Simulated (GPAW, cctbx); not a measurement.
# BaCuSCl: what bonding does to one electron reflection, worked out

BaCuSCl, P4/nmm (no. 129, origin choice 1), a = 4.6347 Å, b = 4.6347 Å, c = 9.0960 Å, α = 90.00°, β = 90.00°, γ = 90.00°.

```
atom  mult.    x  y       z
 Ba1      2  1/2  0  0.2208
 Cu1      2    0  0     1/2
 Cl1      2    0  0       0
  S1      2  1/2  0  0.5997
```

The start was made by putting kin elements into a known structure type; the compound need not exist, or be stable, in this form.

A DFT run (GPAW, PBE, 450 eV, 4×4×2 k-points (along the axes of the calculation cell), Fermi–Dirac width 0.05 eV) gives the static X-ray structure factor of 001 as 28.938 e for the conventional cell; superposed free atoms give 28.994 e. **Problem.** Find the Fourier component V of the crystal potential and the two-beam extinction distance at 80 kV in both cases.

## 1. Geometry

The cell volume is Ω = 195.39 Å³ and d(001) = 9.0960 Å, so g = 1/d = 0.1099 Å⁻¹.

## 2. The nuclei

Electrons feel nuclei as well as electrons, so the nuclear charges are summed with the same phases.

Phase sums Σ exp(2πi h·x), turned so that the total is real and positive: Ba -0.365, Cu +2.000, Cl -2.000, S +1.620. Then F_Z = 56 × (-0.365) + 29 × (+2.000) + 17 × (-2.000) + 16 × (+1.620) = 29.46 e. The electron term has the same sign for this reflection.

## 3. Mott–Bethe

Poisson's equation, term by term, gives V = (e/4πε₀)(F_Z − F)/(πΩg²), with e/4πε₀ = 14.3996 V Å.

The prefactor is 14.3996 × 9.0960²/(π × 195.39) = 1.94088 V per electron. Free atoms: (29.46 − 28.994) × 1.94088 = 0.906 V. Crystal: (29.46 − 28.938) × 1.94088 = 1.014 V. F changes by -0.19 % and V by +12.0 %: the same 0.06 e is measured against F_Z − F = 0.5 e in place of F = 29.0 e.

## 4. Extinction distance

In the two-beam case ξ = 1/(λU) with U = 2γm₀eV/h², that is ξ = 150.41 V Å²/(γλV).

At 80 kV, λ = 0.04176 Å and γ = 1.1566. Free atoms: ξ = 3439 Å. Crystal: ξ = 3070 Å. The thickness fringes go as sin²(πt/ξ), so the two patterns slip by a quarter of a period when t|1/ξ₁ − 1/ξ₀| = 1/4, at t ≈ 716 nm. Thermal motion, absorption and many-beam coupling, left out here, change a real pattern.

## 5. Answer

V(001) is 1.01 V against 0.91 V, and ξ is 3070 against 3439 Å. Limits: static atoms, two beams; no Hubbard U on Cu.

[Outputs are excerpts: Python notices, other lines and further rows are left out; steps that failed or that the build refused (PBEsol, TPSS) are not shown.]

[Logs are printed without paths, hosts, clocks, repeated set-up lines and the standing remarks that a program may print on its own settings, such as how far it seeks lower states.]
